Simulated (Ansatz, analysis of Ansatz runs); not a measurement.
**Moving an added electron between Ni sites in Ni2P2O7 (C2/m)**

Aim: the energy barrier that a trapped electron meets when it moves from one Ni atom to another one nearby in Ni2P2O7 (C2/m). The model is a cell of 88 host atoms.

Calculated with Ansatz 0.2.0; plane-wave PAW DFT, PBEsol+U; relaxation of all atoms of a supercell at fixed charge in a uniform background; PAW set soft_1.

This is a report of a sequence of runs, with most program output left out.

## (1) The starting structure

The cell holds 88 atoms: 16 Ni, 16 P and 56 O. Cell: a = 10.450 Å, b = 10.450 Å, c = 8.936 Å, α = 97.7°, β = 97.7°, γ = 104.3°. It derives from Ni2P2O7 (space group C2/m). Nearest the centre at fractional (0.343, 0.657, 0.000): O31 at 1.91 Å, O41 at 1.91 Å, O39 at 2.05 Å, O29 at 2.05 Å, Ni35 at 2.23 Å, Ni24 at 2.23 Å, P37 at 2.32 Å, P25 at 2.32 Å.

Hubbard terms: Ni d 5.0 eV. They were chosen, not fitted, to curb self-interaction in the shells named, the trial site's among them. The two sites are Ni24 and Ni35. The cell's shortest repeat is 8.9 Å. The host's moments were started antiferromagnetic in the unit cell, high spin; both sites carry the same spin direction.

## (2) The cell without the carrier

The neutral cell is relaxed first, from small random displacements, so that bond lengths and moments with the carrier can be set beside those of a relaxed cell without it.

neutral.relax/input.yaml

```yaml
crystal:
  lattice:
    - [6.41278138, -8.25047767, 0.00100909]
    - [6.41278138, 8.25047767, 0.00100909]
    - [-1.95584229, 0.0, 8.71927883]
  atoms:
    - { symbol: Ni, position: [0.156728, 0.343272, 0.25], spin: 2.0 }
    - { symbol: Ni, position: [0.343272, 0.156728, 0.25], spin: -2.0 }
    - { symbol: P, position: [0.388854, 0.388854, 0.046492] }
    - { symbol: P, position: [0.111146, 0.111146, 0.453508] }
    - { symbol: O, position: [0.0, 0.0, 0.0] }
    - { symbol: O, position: [0.309124, 0.309124, 0.390703] }
    - { symbol: O, position: [0.190876, 0.190876, 0.109297] }
    - { symbol: O, position: [0.193302, 0.037775, 0.361106] }
[... 76 atom lines left out ...]
    - { symbol: O, position: [0.693302, 0.537775, 0.861106] }
    - { symbol: O, position: [0.962225, 0.806698, 0.638894] }
    - { symbol: O, position: [0.806698, 0.962225, 0.638894] }
    - { symbol: O, position: [0.537775, 0.693302, 0.861106] }
basis:
  ecutwfc: 420
  xc_grid: 2
hamiltonian:
  xc: pbesol
  hubbard:
    sites: [{ species: Ni, l: d, u_eff: 5.0 }]
    projectors: ortho-atomic
  pseudopotentials: { kind: paw, azcp: { folder: soft_1 }, xc_functional: pbe }
kpoints:
  mp_grid: { grid: [1, 1, 1] }
magnetization:
  spin_polarized: true
  initial_magnetization: 0
  spin_locking: { lock_magnetization: hard }
scf:
  occupations: { method: fermi_dirac, width: 0.01 }
  max_iter: 120
  lower_state_search: "off"
output:
  forces: true
relax:
  f_tol: 0.02
  max_steps: 70
  random_displacement: { amplitude: 0.04, seed: 2515 }
checkpoint:
  write: "../neutral.relax.run"
  compress: false
  write_wavefunctions: true
  write_every: 100000
```

Command:

```bash
$ ansatz run input.yaml --threads 8 --pin off --max-ram 18841MiB --backend cpu --events-out ev --progress --plain --runs-dir out
```

Elapsed: 97 s, on 8 threads of Arm Neoverse V1, shared host; peak memory 2.6 GiB; 12 min of CPU time.

The largest displacement from an ideal site is 0.021 Å.

## (3) The electron on the first site

The nearest neighbour or neighbours of the site start displaced and the site's starting moment is changed by the carrier's spin, since a carrier doesn't trap itself in the undistorted lattice.

A.relax/input.yaml

```yaml
crystal:
  lattice:
    - [6.41278138, -8.25047767, 0.00100909]
    - [6.41278138, 8.25047767, 0.00100909]
    - [-1.95584229, 0.0, 8.71927883]
  atoms:
    - { symbol: Ni, position: [0.15732, 0.343424, 0.249911], spin: 2.0 }
    - { symbol: Ni, position: [0.344046, 0.156639, 0.249856], spin: -2.0 }
    - { symbol: P, position: [0.389615, 0.38865, 0.046156] }
    - { symbol: P, position: [0.111719, 0.110919, 0.453289] }
    - { symbol: O, position: [-0.000345, 0.001321, 0.001015] }
    - { symbol: O, position: [0.309868, 0.309201, 0.390753] }
    - { symbol: O, position: [0.191537, 0.190953, 0.109112] }
    - { symbol: O, position: [0.194083, 0.03789, 0.361008] }
[... 76 atom lines left out ...]
    - { symbol: O, position: [0.694279, 0.537997, 0.860858] }
    - { symbol: O, position: [0.962696, 0.806565, 0.638508] }
    - { symbol: O, position: [0.80758, 0.962182, 0.638544] }
    - { symbol: O, position: [0.538371, 0.692931, 0.861041] }
total_charge: -1
basis:
  ecutwfc: 420
  xc_grid: 2
hamiltonian:
  xc: pbesol
  hubbard:
    sites: [{ species: Ni, l: d, u_eff: 5.0 }]
    projectors: ortho-atomic
  pseudopotentials: { kind: paw, azcp: { folder: soft_1 }, xc_functional: pbe }
kpoints:
  mp_grid: { grid: [1, 1, 1] }
magnetization:
  spin_polarized: true
  initial_magnetization: 1
  spin_locking: { lock_magnetization: hard }
scf:
  occupations: { method: fermi_dirac, width: 0.01 }
  max_iter: 120
  lower_state_search: "off"
output:
  forces: true
relax:
  f_tol: 0.015
  max_steps: 70
  escape_saddle: false
checkpoint:
  write: "../A.relax.run"
  compress: false
  write_wavefunctions: true
  write_every: 100000
```

The job ended after 11 min (8 threads; peak memory 2.6 GiB; 84 min of CPU time).

The steps of the relaxation:

```csv
step,energy less that of the first step (eV),largest force component (eV/Å)
1,0.0000,3.4479
2,-0.4703,1.9653
3,-0.7439,0.6918
4,-0.4935,1.0520
5,-0.8432,0.2382
6,-0.8886,0.3037
7,-0.9417,0.3508
8,-0.9665,0.4620
9,-0.9915,0.4333
10,-1.0032,0.5070
11,-1.0651,0.2274
12,-1.0783,0.0789
13,-0.9418,0.4217
14,-1.0857,0.0822
15,-0.9742,0.4364
16,-1.0818,0.2128
17,-1.0930,0.0902
18,-1.0764,0.2773
19,-1.0946,0.0201
20,-1.0948,0.0107
```

Relaxation steps 4, 13, 15, 16, 18 were tried and not accepted.

The atoms that moved most (Å):

```
atom      dx      dy      dz  length
 O38  -0.009   0.538   0.203   0.575
 O49   0.009   0.531  -0.201   0.568
 O30  -0.373   0.055   0.054   0.381
 O31   0.369   0.052  -0.056   0.377
 O27  -0.011  -0.235   0.006   0.235
 O60   0.012  -0.234   0.003   0.234
 O65  -0.175   0.085   0.027   0.196
 O66   0.172   0.082  -0.027   0.192
```

The moves above count from the input, in which the site's nearest neighbours were already displaced; the distances below compare with the cell without the carrier.

Distances from Ni24 without and with the electron:

```
atom  without (Å)  with (Å)
 O29         2.03      2.09
 O28         2.03      2.10
 O77         2.06      2.07
 O10         2.06      2.08
 O30         2.18      2.68
 O31         2.18      2.69
```

The largest changes of the moments are 0.78 μB on Ni24, 0.02 μB on O30 and 0.02 μB on O31. The largest part sits on the chosen site.

## (4) The electron on the second site

The same start is made on the second site, to get the end of the hop.

B.relax/input.yaml

```yaml
crystal:
  lattice:
    - [6.41278138, -8.25047767, 0.00100909]
    - [6.41278138, 8.25047767, 0.00100909]
    - [-1.95584229, 0.0, 8.71927883]
  atoms:
    - { symbol: Ni, position: [0.15732, 0.343424, 0.249911], spin: 2.0 }
    - { symbol: Ni, position: [0.344046, 0.156639, 0.249856], spin: -2.0 }
[... 21 atom lines left out ...]
    - { symbol: Ni, position: [0.343986, 0.656633, 0.249907], spin: -2.0 }
[... 4 atom lines left out ...]
    - { symbol: O, position: [0.191218, 0.690617, 0.10914] }
[... 1 atom line left out ...]
    - { symbol: O, position: [0.46261, 0.806568, 0.138719] }
[... 3 atom lines left out ...]
    - { symbol: Ni, position: [0.34388, 0.656393, 0.749889], spin: -1.0 }
[... 3 atom lines left out ...]
    - { symbol: O, position: [0.307695, 0.81802, 0.899074] }
[... 1 atom line left out ...]
    - { symbol: O, position: [0.185197, 0.531014, 0.867186] }
[... 46 atom lines left out ...]
    - { symbol: O, position: [0.549648, 0.694997, 0.867462] }
total_charge: -1
basis:
  ecutwfc: 420
  xc_grid: 2
hamiltonian:
  xc: pbesol
  hubbard:
    sites: [{ species: Ni, l: d, u_eff: 5.0 }]
    projectors: ortho-atomic
  pseudopotentials: { kind: paw, azcp: { folder: soft_1 }, xc_functional: pbe }
kpoints:
  mp_grid: { grid: [1, 1, 1] }
magnetization:
  spin_polarized: true
  initial_magnetization: 1
  spin_locking: { lock_magnetization: hard }
scf:
  occupations: { method: fermi_dirac, width: 0.01 }
  max_iter: 120
  lower_state_search: "off"
output:
  forces: true
relax:
  f_tol: 0.015
  max_steps: 70
  escape_saddle: false
checkpoint:
  write: "../B.relax.run"
  compress: false
  write_wavefunctions: true
  write_every: 100000
```

Elapsed: 9.7 min, on 8 threads; peak memory 2.6 GiB.

Distances from Ni35 without and with the electron:

```csv
atom,without (Å),with (Å)
O40,2.03,2.09
O39,2.03,2.09
O21,2.06,2.07
O88,2.06,2.08
O41,2.19,2.68
O42,2.19,2.68
```

The largest changes of the moments are 0.78 μB on Ni35, 0.02 μB on O41 and 0.02 μB on O42. The largest part sits on the chosen site.

## (5) Points on the line between the two structures

All atoms move on the straight line between the two relaxed structures, 10.24 amu^1/2 Å long in mass-weighted terms. Each point starts from the state of the point before, once from either end, so that both localised states can be followed; the midpoint is also started with the carrier shared.

A.x0500/input.yaml

```yaml
crystal:
  lattice:
    - [6.41278138, -8.25047767, 0.00100909]
    - [6.41278138, 8.25047767, 0.00100909]
    - [-1.95584229, 0.0, 8.71927883]
  atoms:
    - { symbol: Ni, position: [0.15667, 0.340751, 0.248064], spin: 2.0 }
    - { symbol: Ni, position: [0.34592, 0.15668, 0.248144], spin: -2.0 }
[... 21 atom lines left out ...]
    - { symbol: Ni, position: [0.347648, 0.652669, 0.249928], spin: -1.0 }
[... 4 atom lines left out ...]
    - { symbol: O, position: [0.192386, 0.688857, 0.108084] }
[... 1 atom line left out ...]
    - { symbol: O, position: [0.477563, 0.823197, 0.13311] }
[... 3 atom lines left out ...]
    - { symbol: Ni, position: [0.347645, 0.652787, 0.749921], spin: -2.0 }
[... 3 atom lines left out ...]
    - { symbol: O, position: [0.311549, 0.808104, 0.891615] }
[... 1 atom line left out ...]
    - { symbol: O, position: [0.177331, 0.522854, 0.866578] }
[... 46 atom lines left out ...]
    - { symbol: O, position: [0.543161, 0.696309, 0.861929] }
total_charge: -1
basis:
  ecutwfc: 420
  xc_grid: 2
hamiltonian:
  xc: pbesol
  hubbard:
    sites: [{ species: Ni, l: d, u_eff: 5.0 }]
    projectors: ortho-atomic
  pseudopotentials: { kind: paw, azcp: { folder: soft_1 }, xc_functional: pbe }
kpoints:
  mp_grid: { grid: [1, 1, 1] }
magnetization:
  spin_polarized: true
  initial_magnetization: 1
  spin_locking: { lock_magnetization: hard }
scf:
  occupations: { method: fermi_dirac, width: 0.01 }
  max_iter: 120
  lower_state_search: "off"
output:
  forces: true
  eigenvalues: true
  eigenstates: { localisation: true }
  write_density: true
  write_potential: true
  volumetric_format: npy
checkpoint:
  read: "../A.x0375.run"
  write: "../A.x0500.run"
  compress: false
  write_wavefunctions: true
  write_every: 100000
```

The job ended after 53 s (8 threads; peak memory 2.4 GiB).

From eigenstates.tsv, first k-point; energies on the run's zero. The participation number counts the atoms that a state is spread over, of 88; bands count from 0.

| spin | band | energy (eV) | occupation | participation | largest share on | share |
| --- | --- | --- | --- | --- | --- | --- |
| down | 346 | 6.706 | 1.00 | 34.6 | Ni24 | 0.07 |
| down | 347 | 6.775 | 1.00 | 21.5 | Ni35 | 0.13 |
| down | 348 | 6.790 | 1.00 | 10.0 | Ni24 | 0.22 |
| down | 349 | 6.984 | 1.00 | 19.2 | Ni24 | 0.12 |
| down | 350 | 7.053 | 1.00 | 11.6 | Ni35 | 0.22 |
| down | 351 | 7.087 | 1.00 | 14.4 | Ni24 | 0.20 |
| down | 352 | 10.232 | 0.00 | 9.2 | Ni34 | 0.18 |
| down | 353 | 10.263 | 0.00 | 7.7 | Ni78 | 0.21 |
| down | 354 | 10.265 | 0.00 | 9.1 | Ni56 | 0.18 |
| down | 355 | 10.269 | 0.00 | 8.0 | Ni56 | 0.19 |
| down | 356 | 10.304 | 0.00 | 4.9 | Ni23 | 0.32 |
| up | 347 | 6.886 | 1.00 | 7.9 | Ni35 | 0.30 |
| up | 348 | 6.932 | 1.00 | 4.7 | Ni24 | 0.39 |
| up | 349 | 7.013 | 1.00 | 5.7 | Ni35 | 0.34 |
| up | 350 | 7.132 | 1.00 | 4.8 | Ni24 | 0.37 |
| up | 351 | 7.152 | 1.00 | 6.9 | Ni24 | 0.28 |
| up | 352 | 9.900 | 0.91 | 2.9 | Ni24 | 0.42 |
| up | 353 | 9.947 | 0.09 | 2.6 | Ni35 | 0.44 |
| up | 354 | 10.039 | 0.00 | 3.7 | Ni57 | 0.41 |
| up | 355 | 10.095 | 0.00 | 2.8 | Ni46 | 0.46 |
| up | 356 | 10.112 | 0.00 | 7.2 | Ni68 | 0.21 |
| up | 357 | 10.137 | 0.00 | 5.5 | Ni57 | 0.28 |

Spin density in the ac plane at fractional y = 0.657, through the centre, with atoms of Ni and O and P within 0.45 Å of it.

Values in e/Å³, 13 rows by 16 columns, each cell a mean:
```
 0.0  0.0  0.0  0.0  0.0  0.0  0.0  0.0  0.0  0.0  0.0  0.0  0.0  0.0  0.0  0.0
 0.0  0.0  0.0  0.0  0.0  0.0  0.0  0.0  0.0  0.0  0.0  0.0  0.0  0.0  0.0  0.0
 0.0  0.0  0.0  0.0  0.0 -1.0 -0.7  0.0  0.0  0.0  0.0  0.0  0.0 -1.5 -0.7  0.0
 0.0  0.0  0.0  0.0 -0.2 -1.9 -0.5  0.0  0.0  0.0  0.0  0.0 -0.3 -2.4 -0.5  0.0
 0.0  0.0  0.0  0.0  0.0  0.0  0.0  0.0  0.0  0.0  0.0  0.0  0.0  0.0  0.0  0.0
 0.0  0.0  0.0  0.0  0.0  0.0  0.0  0.0  0.0  0.0  0.0  0.0  0.0  0.0  0.0  0.0
 0.0  0.0  0.0  0.0  0.0  0.0  0.0  0.0  0.0  0.0  0.0  0.0  0.0  0.0  0.0  0.0
 0.0  0.0  0.0  0.0  0.0  0.0  0.0  0.0  0.0  0.0  0.0  0.0  0.0  0.0  0.0  0.0
 0.0  0.0  0.0  0.0  0.0 -0.1 -0.2  0.0  0.0  0.0  0.0  0.0  0.0 -0.1 -0.2  0.0
 0.0  0.0  0.0  0.0 -0.1 -2.4 -1.0  0.0  0.0  0.0  0.0  0.0 -0.2 -3.3 -1.0  0.0
 0.0  0.0  0.0  0.0 -0.1 -0.4 -0.1  0.0  0.0  0.0  0.0  0.0 -0.2 -0.5 -0.1  0.0
 0.0  0.0  0.0  0.0  0.0  0.0  0.0  0.0  0.0  0.0  0.0  0.0  0.0  0.0  0.0  0.0
 0.0  0.0  0.0  0.0  0.0  0.0  0.0  0.0  0.0  0.0  0.0  0.0  0.0  0.0  0.0  0.0
```
Columns run along a (10.4 Å), rows up along c (8.9 Å). Atoms in or near the plane, at fractional coordinates: Ni at (0.35, 0.25), O at (0.19, 0.11), O at (0.04, 0.36), Ni at (0.35, 0.75), O at (0.19, 0.61), O at (0.04, 0.86), Ni at (0.84, 0.25), P at (0.61, 0.45), O at (0.69, 0.11), O at (0.54, 0.36), Ni at (0.84, 0.75), P at (0.61, 0.95), O at (0.69, 0.61), O at (0.54, 0.86).

[end of part 1 of 2]

[Logs are printed without paths, hosts, clocks, repeated set-up lines and the standing remarks that a program may print on its own settings, such as how far it seeks lower states.]

[Hosts, paths, dates, database ids (printed as entryN), source tags and the programs' standing remarks are cut or masked in the printed files.]
